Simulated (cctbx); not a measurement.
## Occupancies in PrSm2Se4

Cell a = 8.9480 Å, b = 8.9480 Å, c = 8.7960 Å, α = 90.00°, β = 90.00°, γ = 90.00°; space group I-42d (no. 122); nominal formula PrSm2Se4.

Simulated single-crystal data (cctbx): Mo Kα, λ = 0.71073 Å, to d = 0.84 Å, 95 % of the full sphere, strongest reflection 40000 counts, noise from counting, a 6 % proportional error and a noise floor of 15 counts (s.d.); no absorption.

With every site full:

```text
Rint 0.046, 313 unique reflections to 0.84 A
cycle     R1     wR2    GooF  max shift (A)
   1  0.0976  0.2239   8.510   0.00035
   2  0.0099  0.0252   0.958   0.00000
final R1 0.0099 wR2 0.0252 GooF 0.958  parameters 16  data/parameter 19.6
atom        x        y        z      Ueq    occ   su(xyz)  su(Uiso or U11)
Sm1    0.11294  0.25000  0.12500   0.0062  1.000  0.00003  0.0002
Pr2    0.50000  0.00000  0.25000   0.0033  1.000  0.00000  0.0001
Se1    0.18478  0.57297  0.05011   0.0045  1.000  0.00004  0.0002
difference map: max 0.41 min -0.36 rms 0.12
Q1    0.0951  0.6478  0.9248   16    0.43  1.52 A from Se1
Q2    0.1071  0.2568  0.2688   16    0.42  1.27 A from Sm1
Q3    0.0000  0.0000  0.3505    8    0.41  1.31 A from Pr2
Q4    0.1362  0.2500  0.6250    8    0.36  1.74 A from Se1
Q5    0.1054  0.7500  0.1250    8    0.34  1.86 A from Se1
Q6    0.1042  0.6667  0.8333   16    0.33  1.91 A from Pr2
```

With the occupancies of the suspect sites free, each still typed as its main element:

```text
Rint 0.046, 313 unique reflections to 0.84 A
cycle     R1     wR2    GooF  max shift (A)
   1  0.0488  0.1197   4.564   0.00011
   2  0.0099  0.0249   0.950   0.00002
final R1 0.0099 wR2 0.0249 GooF 0.950  parameters 18  data/parameter 17.4
atom        x        y        z      Ueq    occ   su(xyz)  su(Uiso or U11)
Sm1    0.11294  0.25000  0.12500   0.0060  0.998  0.00003  0.0002
Pr2    0.50000  0.00000  0.25000   0.0037  1.006  0.00000  0.0002
Se1    0.18479  0.57297  0.05011   0.0045  1.000  0.00004  0.0002
su of occupancy Sm1: 0.003
su of occupancy Pr2: 0.003
difference map: max 0.44 min -0.35 rms 0.12
Q1    0.0935  0.6394  0.9337   16    0.47  1.44 A from Se1
Q2    0.1110  0.2580  0.2699   16    0.42  1.28 A from Sm1
Q3    0.0000  0.0000  0.3502    8    0.37  1.32 A from Pr2
Q4    0.1357  0.2500  0.6250    8    0.35  1.74 A from Se1
Q5    0.1108  0.7500  0.1250    8    0.34  1.84 A from Se1
Q6    0.1058  0.6668  0.8232   16    0.33  1.88 A from Pr2
```

**Question.** What is the disorder?

X-rays count electrons. Sm1 refines to 0.998(0.003), or 61.9 electrons; the site truly holds 0.95 Sm and 0.05 Pr, 61.9 electrons, which is 0.998 of Sm; Pr2 refines to 1.006(0.003), or 59.4 electrons; the site truly holds 0.9 Pr and 0.1 Sm, 59.3 electrons, which is 1.005 of Pr. All are within 3 s.u. of full, so these data don't show the disorder. Occupancy correlates with U and the scale, and the two elements' form factors differ in shape, so the match is approximate.

Freeing them takes R1 from 0.0099 to 0.0099 and GooF from 0.96 to 0.95.

The model is made up (kin elements in a known structure type, no relaxation), so it says nothing on whether the phase exists.

[Middle refinement cycles are left out of these outputs.]

[Logs are printed without paths, hosts, clocks, repeated set-up lines and the standing remarks that a program may print on its own settings, such as how far it seeks lower states.]
